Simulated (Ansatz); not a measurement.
# Dielectric function and optical constants of PtSe2 (Sudovikovite)

What colour and refractive index does PtSe2 (Sudovikovite) have at this level of theory? The cell comes from an older database entry, whose edges can differ from later determinations, mostly by under a per cent.

Program: Ansatz 0.2.0. Level of theory: DFT, PBE, plane-wave PAW, default files, scalar-relativistic, independent-particle optical response without local fields. Values are calculated unless marked as measured.

The database entry behind the starting cell has ideal inner coordinates that were not refined, so it need not match the best structure at room temperature.

### Step 1. The structure

The structure is trigonal, space group P-3m1 (No. 164). Conventional cell: a = 3.724 Å, b = 3.724 Å, c = 5.062 Å, α = 90.00°, β = 90.00°, γ = 120.00°. Nearest to Pt lie 6 Se at 2.49 Å. Nearest to Se lie 3 Pt at 2.49 Å. Farther neighbours, and contacts between anions beyond the nearest, are not listed.

### Step 2. Ground state and bands

The self-consistent density comes first; it also tells whether there is a gap, which decides the occupations and the need for a Drude term.

This step: DFT, PBE, plane-wave PAW, default files, scalar-relativistic, ground state (Ansatz 0.2.0).

Contents of input.yaml:

```yaml
crystal:
  lattice:
    - [3.724, 0.0, 0.0]
    - [-1.862, 3.2250786037, 0.0]
    - [0.0, 0.0, 5.062]
  atoms:
    - { symbol: Pt, position: [0.0, 0.0, 0.0] }
    - { symbol: Se, position: [0.6666666667, 0.3333333333, 0.75] }
    - { symbol: Se, position: [0.3333333333, 0.6666666667, 0.25] }
kpoints:
  mp_grid: { grid: [7, 7, 5] }
  band_path:
    path:
      - [[0.0, 0.0, 0.0], [0.5, 0.0, 0.0], [0.33333333, 0.33333333, 0.0], [0.0, 0.0, 0.0], [0.0, 0.0, 0.5], [0.5, 0.0, 0.5], [0.33333333, 0.33333333, 0.5], [0.0, 0.0, 0.5]]
      - [[0.5, 0.0, 0.5], [0.5, 0.0, 0.0]]
      - [[0.33333333, 0.33333333, 0.0], [0.33333333, 0.33333333, 0.5]]
    npoints: 6
scf:
  occupations: { method: fermi_dirac, width: 0.05 }
  n_extra_bands: 7
hamiltonian:
  xc: pbe
  pseudopotentials: { kind: paw }
output:
  forces: true
  stress: true
  populations: true
  write_bands: true
  write_density: true
  write_potential: true
  elf: true
  volumetric_format: npy
```

Command:

```console
> ansatz run input.yaml --threads 4 --pin off --max-ram 8192MiB --backend cpu --events-out ev --progress --plain --runs-dir out
```

The log of the run:

```text
scf.n_extra_bands = 7 over 25 filled bands (N_el = 50.0): the run solves 32 bands
Engine: ansatz 0.2.0, x86_64-unknown-linux-gnu
Pseudopotentials: kind: paw
Pseudopotential: Pt, paw, valence charge 18, recommended cutoff 420 eV (normal), Pt.paw.azcp
Pseudopotential: Se, paw, valence charge 16, recommended cutoff 420 eV (normal), Se.paw.azcp
Functional definition: PBE
  parameter kappa = 0.804
  parameter beta = 0.066725
  exchange = pbe_x(kappa = kappa, mu = beta*pi^2/3)
  correlation = pbe_c(beta = beta)
Crystal: 3 atoms, lattice volume = 60.796 Å³
Basis set: ecut = 420 eV, 1205 PW (Γ), exchange–correlation on 50×50×72 points (8 copies of the dense FFT grid, shifted against one another)
Bands: 32, of which v1, the nominal top of the filled ones, is band 25 counted from 1 (24 counted from 0)
Symmetry: 12 space group operations
Space group: P-3m1 (ITA 164), of the structure as read, at distance tolerance 3.9e-5 Å
k-points: 32 of 245
Non-local potential: Pt, projectors of the file, l = 0: 3, l = 1: 2, l = 2: 2, l = 3: 1
Non-local potential: Se, projectors of the file, l = 0: 2, l = 1: 2, l = 2: 3, l = 3: 1
PAW form: soft (Blöchl's): semilocal exchange-correlation on the pseudo side does not see the compensation charge
PAW one-centre angular grid: Pt, 590 points (default); XC on 64 Gauss nodes
PAW one-centre angular grid: Se, 590 points (default); XC on 64 Gauss nodes
Initial density: superposition of atomic densities (neutral atoms: chi_scale 0, normalization atom), corrected by the library's trained network
Initial wavefunctions: pseudopotential atomic-orbital guess
Functional: x = pbe(κ = 0.804, μ = 0.219515), c = pbe(β = 0.066725)
SCF iter   1: F=—  HF=-23462.255705 eV  |F-HF|=—  |Δ(HF+E_count)|=         —  Δρ=2.56e-3  dr2=2.83e-3  ethr=1.77e-3  ⟨swp⟩=5.9  Hψ=4166  notcnv=0
preconditioner: auto → LDOS  [insulator: Δε(μ)=0.339 eV  Ē_g=11.540 eV  σ=0.050 eV  W_gap=0.66  n_scr=22 (ndim 8)  ℏωp=22.3 eV  f_vac=0.035  D(μ)=0.88/eV (n_scr^D=2)  ε∞_Penn≈4.7  β→1.0]
SCF iter   2: F=—  HF=-23462.257429 eV  |F-HF|=—  |Δ(HF+E_count)|=   1.72e-3  Δρ=9.46e-4  dr2=6.68e-4  ethr=5.66e-6  ⟨swp⟩=2.0  Hψ=1806  notcnv=0  defer=32
SCF iter   3: F=—  HF=-23462.257289 eV  |F-HF|=—  |Δ(HF+E_count)|=   1.39e-4  Δρ=2.10e-4  dr2=3.29e-5  ethr=1.34e-6  ⟨swp⟩=2.7  Hψ=1739  notcnv=0  defer=32
SCF iter   4: F=—  HF=-23462.257268 eV  |F-HF|=—  |Δ(HF+E_count)|=   2.08e-5  Δρ=4.58e-5  dr2=1.75e-6  ethr=6.58e-8  ⟨swp⟩=2.9  Hψ=1778  notcnv=0  defer=32
iter 5 did not close the SCF: its close was put off for the readings that it lacked (scf_convergence_deferred on its scf_iter line)
SCF iter   5: F=-23462.257269 eV  HF=-23462.257269 eV  |F-HF|=4.19e-9  |Δ(HF+E_count)|=   3.93e-7  Δρ=1.06e-5  dr2=7.84e-8  ethr=3.51e-9  ⟨swp⟩=2.0  Hψ=1297  notcnv=0  defer=32
SCF iter   6: F=-23462.257269 eV  HF=-23462.257269 eV  |F-HF|=5.20e-9  |Δ(HF+E_count)|=   4.66e-8  Δρ=2.46e-6  dr2=2.40e-9  ethr=1.57e-10  ⟨swp⟩=8.9  Hψ=6499  notcnv=0
SCF 1 converged in 6 iterations: F = -23462.257269 eV  dr2 = 2.40e-9
  greatest PAW one-centre occupation: 1.000 electrons in one spin orbital (limit 2), on the Pt atom at site 0 (counted from 0), in its partial waves of l = 0
NSCF: frozen V_eff on 57 k-points
SCF converged after 6 iterations
Free energy (F): -23462.257269 eV
Harris-Foulkes:  -23462.257269 eV  (|F-HF|=5.20e-9)
Internal energy: -23462.250140 eV  (E = F + TS)
E sigma→0 (E₀):  -23462.253704 eV
Entropy (-TS):   -0.007129 eV (-2.376 meV/atom)
Fermi energy:    13.343517 eV
--- Per-component energies (eV) ---
  E_band       = -958.447035
  E_kinetic    = 876.364747
  E_local      = -6791.646112  (includes V_loc(G=0)·N_el)
  E_nonlocal   = -990.467209
  E_hartree    = 3150.768433
  E_xc         = -471.378908
  E_vxc        = -500.856180  (∫ρ·V_xc dr)
  E_paw        = -13277.954743  (= ΣΔE_a)
  E_vpaw       = 146.624033  (= ΣTr[D̂ρ^β])
  E_aug_tail   = -0.000985  (compensation charges beyond the density's cutoff)
  E_ewald      = -5957.935364
  E_smearing   = -0.007129  (= −TS)
  E_closure    = 0.000000  (closes the sum)
  Σ components = -23462.257269   (vs F -23462.257269, Δ=0.00e0)
--- Forces (eV/Å), atoms counted from 1 ---
  atom   1  Pt    -0.00000000     0.00000000     0.00000000
  atom   2  Se     0.00000000    -0.00000000    -0.60612840
  atom   3  Se    -0.00000000     0.00000000     0.60612840
  max |Σ_I F_I| component: 3.47e-18 eV/Å
--- Stress (GPa, compression-positive) ---
        7.939849      -0.000000       0.000000
       -0.000000       7.939849       0.000000
       -0.000000       0.000000       6.036945
  P = ⅓ Tr σ = 7.3055 GPa (73.055 kbar)
--- Band table (eV; the first three rows and the last of 32) ---
  k-point 0: bands = [... 21 lower, 10.7271, 12.2390, 12.2390, 13.7122, 14.7791, 14.7791, 16.9259, 17.5296, ... 3 higher]
  k-point 1: bands = [... 21 lower, 10.6910, 12.0731, 12.0731, 12.8689, 15.0681, 15.0681, 17.2354, 18.3670, ... 3 higher]
  k-point 2: bands = [... 21 lower, 10.4664, 11.7550, 11.8413, 11.8413, 15.5409, 15.5409, 17.9537, 19.4754, ... 3 higher]
  k-point 31: bands = [... 21 lower, 9.6742, 9.7311, 10.6718, 11.0651, 14.7730, 15.2692, 19.3417, 20.1941, ... 3 higher]
--- Löwdin populations: 3 sites ---
  site symbol       q [e]
     0     Pt     17.4816
     1     Se     16.1550
     2     Se     16.1550
  spilling = 0.004167 (of n_electrons = 50.000000)
```

Run time: 1 s. Hardware: 4 threads of Intel Xeon 6975P-C (Granite Rapids), shared host; peak memory 0.46 GiB.

Numbers from this step:

```
free energy         : -23462.2573 eV
Fermi energy        : 13.34 eV
electrons           : 50
symmetry operations : 12
pressure            : 7.306 GPa
volume              : 60.80 Å³
gap on the path     : 0 eV
```

There are states at the Fermi level within the smearing, so the occupations stay smeared and the carriers get a Drude term. The cell is left with a pressure of 7.3 GPa and forces up to 0.61 eV/Å, as it stands unrelaxed at this level.

Electronic bands along the path, in eV, zero at the Fermi level; # counts the bands kept:

```
    point     #6     #7     #8     #9   #10   #11   #12   #13
        Γ  -2.62  -1.10  -1.10   0.37  1.44  1.44  3.58  4.19
  halfway  -3.51  -2.16  -1.86  -1.32  1.28  1.78  4.78  6.38
        M  -3.58  -3.54  -3.46  -3.01  0.65  2.33  4.77  5.81
  halfway  -3.60  -3.31  -2.88  -1.79  0.35  1.05  4.40  6.63
        K  -3.82  -2.72  -1.88  -1.88  0.00  0.00  4.04  7.59
  halfway  -3.54  -2.58  -2.29  -0.50  0.64  1.57  5.08  6.53
        Γ  -2.62  -1.10  -1.10   0.37  1.44  1.44  3.58  4.19
  halfway  -2.68  -1.34  -1.34  -0.81  1.85  1.85  4.06  5.34
        A  -2.98  -1.75  -1.54  -1.54  2.28  2.28  4.78  6.31
  halfway  -3.39  -1.61  -1.52  -1.37  0.56  1.14  4.41  6.07
        L  -3.56  -3.26  -2.89  -1.42  0.97  1.51  4.54  4.76
  halfway  -3.62  -3.61  -2.50  -2.20  1.41  1.95  5.20  5.79
        H  -4.22  -3.71  -2.55  -2.55  1.98  1.98  6.52  7.27
  halfway  -3.41  -1.87  -1.61  -1.54  0.20  1.37  5.32  6.13
        A  -2.98  -1.75  -1.54  -1.54  2.28  2.28  4.78  6.31
jump to L  -3.56  -3.26  -2.89  -1.42  0.97  1.51  4.54  4.76
  halfway  -3.56  -3.32  -3.24  -2.28  1.37  1.61  3.95  5.21
        M  -3.58  -3.54  -3.46  -3.01  0.65  2.33  4.77  5.81
jump to K  -3.82  -2.72  -1.88  -1.88  0.00  0.00  4.04  7.59
  halfway  -3.85  -3.38  -2.29  -2.29  0.97  0.97  5.18  7.60
        H  -4.22  -3.71  -2.55  -2.55  1.98  1.98  6.52  7.27
```

Electrostatic potential energy in the ac plane at fractional y = 0.000, with atoms of Pt within 0.2 Å of it. With pseudopotentials it is smooth inside the atoms' cores, unlike the true potential.

Ten even steps from '_' (-62 eV) to '@' (17 eV), each cell a mean:
```
____::**%%@@@@@@@@@@%%==..__
....==##%%@@@@@@@@@@%%**--..
==++##%%@@@@@@@@@@@@@@%%**++
%%%%%%@@@@@@@@%%@@@@@@@@%%%%
@@@@@@@@@@@@%%%%@@@@@@@@@@@@
@@@@@@@@@@@@@@@@@@@@@@@@@@@@
@@@@@@@@@@@@@@@@@@@@@@@@@@@@
@@@@@@@@@@@@@@@@@@@@@@@@@@@@
@@@@@@@@@@@@@@@@@@@@@@@@@@@@
@@@@@@@@@@@@@@@@@@@@@@@@@@@@
@@@@@@@@@@@@@@@@@@@@@@@@@@@@
@@@@@@@@@@@@@@@@@@@@@@@@@@@@
@@@@@@@@@@@@@@@@@@@@@@@@@@@@
@@@@@@@@@@@@%%%%@@@@@@@@@@@@
%%%%@@@@@@@@%%%%@@@@@@@@@@%%
++**##%%@@@@@@@@@@@@@@%%##**
..::==##@@@@@@@@@@@@%%##==::
____::**%%@@@@@@@@@@%%++..__
____..++%%@@@@@@@@@@%%==____
```
Atoms in or near the plane, at fractional coordinates: Pt at (0.00, 0.00).

ELF in the ac plane at fractional y = 0.000, with atoms of Pt within 0.2 Å of it. It is the smooth field of the valence electrons, not physical close to the nuclei.

Values, 19 rows by 14 columns, each cell a mean:
```
0.68 0.67 0.59 0.40 0.29 0.25 0.22 0.20 0.23 0.26 0.30 0.47 0.62 0.67
0.67 0.62 0.48 0.32 0.30 0.34 0.34 0.33 0.34 0.33 0.29 0.36 0.52 0.64
0.58 0.49 0.36 0.29 0.36 0.45 0.48 0.48 0.48 0.43 0.34 0.29 0.39 0.52
0.40 0.34 0.29 0.32 0.44 0.54 0.58 0.58 0.57 0.52 0.41 0.30 0.30 0.36
0.29 0.27 0.26 0.33 0.46 0.57 0.61 0.62 0.61 0.55 0.43 0.29 0.26 0.28
0.19 0.18 0.19 0.28 0.42 0.55 0.62 0.63 0.60 0.53 0.39 0.24 0.18 0.18
0.09 0.09 0.11 0.19 0.33 0.47 0.55 0.57 0.53 0.44 0.30 0.16 0.10 0.09
0.04 0.04 0.06 0.11 0.19 0.30 0.38 0.39 0.36 0.27 0.17 0.09 0.05 0.04
0.01 0.02 0.02 0.05 0.08 0.13 0.16 0.17 0.15 0.12 0.08 0.04 0.02 0.01
0.01 0.01 0.02 0.04 0.08 0.11 0.14 0.15 0.14 0.10 0.07 0.04 0.02 0.01
0.02 0.03 0.04 0.08 0.15 0.23 0.29 0.31 0.28 0.21 0.13 0.07 0.04 0.03
0.07 0.08 0.10 0.18 0.30 0.44 0.53 0.55 0.51 0.41 0.27 0.14 0.09 0.08
0.16 0.15 0.17 0.26 0.41 0.54 0.61 0.62 0.59 0.51 0.37 0.22 0.16 0.16
0.27 0.25 0.24 0.32 0.45 0.57 0.62 0.62 0.61 0.55 0.42 0.28 0.24 0.25
0.37 0.33 0.28 0.33 0.45 0.55 0.59 0.59 0.58 0.53 0.42 0.30 0.29 0.34
0.52 0.44 0.32 0.30 0.39 0.49 0.52 0.52 0.52 0.47 0.36 0.29 0.35 0.47
0.66 0.59 0.45 0.31 0.31 0.37 0.38 0.38 0.38 0.35 0.30 0.34 0.48 0.61
0.68 0.66 0.57 0.39 0.29 0.27 0.24 0.22 0.25 0.27 0.29 0.45 0.60 0.67
0.67 0.68 0.63 0.45 0.29 0.23 0.17 0.16 0.19 0.24 0.31 0.52 0.65 0.68
```
Atoms in or near the plane, at fractional coordinates: Pt at (0.00, 0.00).

### Step 3. Spectrum

With the density converged, the vertical transitions are summed over the zone.

This step: DFT, PBE, plane-wave PAW, default files, scalar-relativistic, independent-particle optical response without local fields (Ansatz 0.2.0).

input.yaml, the sections that differ from step 2:

```yaml
kpoints:
  mp_grid: { grid: [9, 9, 6] }
scf:
  occupations: { method: fermi_dirac, width: 0.05 }
output:
  optics:
    e_range: [0, 20]
    de: 0.05
    sigma: 0.1
    drude_damping: 0.03
    nscf_kmesh: { grid: [12, 12, 7] }
    bands: { spectra_wanted_up_to: 20 }
# crystal, hamiltonian: as in step 2
```

The log of the run:

```text
[...]
Crystal: 3 atoms, lattice volume = 60.796 Å³
Basis set: ecut = 420 eV, 1205 PW (Γ)
Bands: 30, of which v1, the nominal top of the filled ones, is band 25 counted from 1 (24 counted from 0)
Symmetry: 12 space group operations
[...]
k-points: 62 of 486
[...]
SCF iter   1: F=—  HF=-23462.254029 eV  |F-HF|=—  |Δ(HF+E_count)|=         —  Δρ=2.93e-3  dr2=4.02e-3  ethr=1.77e-3  ⟨swp⟩=5.9  Hψ=7250  notcnv=0
[...]
SCF iter   9: F=-23462.255634 eV  HF=-23462.255634 eV  |F-HF|=0.00e0  |Δ(HF+E_count)|=  1.82e-11  Δρ=4.86e-8  dr2=1.01e-12  ethr=1.00e-12  ⟨swp⟩=3.5  Hψ=4709  notcnv=0
SCF 1 converged in 9 iterations: F = -23462.255634 eV  dr2 = 1.01e-12
[...]
NSCF: frozen V_eff on 112 k-points
output.optics: what the bands over the 61 summed would add to eps1, eps2 and the energy-loss function is held between a lower and an upper bound (6 Lanczos steps). eps1, eps2 and their loss function (loss_summed_bands) are given on every row as the summed bands alone make them. Along an axis, on a row where the two bounds hold the loss function to about 1 % of the greater of itself and 0.5 % of |1/eps|, its cell (loss_completed) is given, with the completed eps1 and eps2 that it is formed of (a cell that is left empty reads nan in the table and null in the record). The two bounds hold it so along every axis on all 400 rows up to 20.000 eV. [rest of the remark cut]
SCF converged after 9 iterations
Free energy (F): -23462.255634 eV
[...]
Internal energy: -23462.250189 eV  (E = F + TS)
E sigma→0 (E₀):  -23462.252911 eV
Entropy (-TS):   -0.005445 eV (-1.815 meV/atom)
Fermi energy:    13.358663 eV
[...]
--- Band table (eV; the first three rows and the last of 62) ---
  k-point 0: bands = [... 21 lower, 10.7238, 12.2401, 12.2401, 13.7175, 14.7788, 14.7788, 16.9275, 17.5306, ... 1 higher]
  k-point 1: bands = [... 21 lower, 10.7013, 12.1179, 12.1179, 13.0886, 14.9884, 14.9884, 17.1426, 18.1581, ... 1 higher]
  k-point 2: bands = [... 21 lower, 10.5739, 11.9032, 11.9032, 12.0405, 15.4067, 15.4067, 17.7186, 19.1813, ... 1 higher]
  k-point 61: bands = [... 21 lower, 9.1252, 9.6247, 10.7910, 10.7910, 15.3229, 15.3229, 19.8659, 20.6118, ... 1 higher]
```

It took 2.5 min on 4 threads; peak memory 1.6 GiB.

Read from the output:

```
main peak of the optical conductivity above 1 eV, first axis : 1.278 eV
Drude plasma energy, first axis                              : 2.071 eV
bands summed                                                 : 61
spectra valid up to                                          : 30.80 eV
program's estimate of the k-sum error in Im epsilon          : 0.04 %
electrons in the f-sum                                       : 26.03
```

The Im ε has structure finer than the step of the table below, so its rows give means over 0.5 eV. Peaks (eV: height): E ∥ x or y 1.25: 51.5; E ∥ z 1.15: 30.8, 2.70: 19.3, 5.00: 11.7.

Im ε against photon energy; means over each step:

```
photon energy (eV)  E ∥ x or y  E ∥ z
               1.0        32.4   24.4
               1.5        37.0   18.2
               2.0        26.1   12.1
               2.5        25.3   17.4
               3.0        18.1   15.0
               3.5        10.1   7.75
               4.0        6.59   4.90
               4.5        5.31   3.55
               5.0        5.43   9.89
               5.5        6.10   7.77
               6.0        6.84   7.32
               6.5        7.12   5.63
               7.0        7.53   4.50
               7.5        6.54   4.42
               8.0        4.93   3.75
               8.5        3.90   3.14
               9.0        2.67   3.20
               9.5        2.29   4.02
              10.0        2.81   3.68
              10.5        3.59   3.63
              11.0        3.74   4.99
              11.5        4.18   4.61
              12.0        3.91   3.13
              12.5        3.23   3.21
              13.0        2.62   3.13
              13.5        2.09   2.62
              14.0        2.00   2.36
              14.5        2.06   2.39
              15.0        1.78   2.11
              15.5        1.47   2.07
              16.0        1.26   1.55
              16.5        1.04   1.38
              17.0        1.01   1.14
              17.5        1.03   1.06
              18.0       0.900   1.08
              18.5       0.790   1.09
              19.0       0.667  0.995
              19.5       0.624  0.842
```

(Part 1 of 2 ends here.)

[Long decimals in the printed logs are rounded to 6 places.]

[Logs are printed without paths, hosts, clocks, repeated set-up lines and the standing remarks that a program may print on its own settings, such as how far it seeks lower states.]

[Hosts, paths, dates, database ids (printed as entryN), source tags and the programs' standing remarks are cut or masked in the printed files.]

[Where the starting crystal was built by hand or by swapping elements, it need not be the compound's stable phase.]

[The count of steps not shown may lack steps that the program refused or didn't finish.]
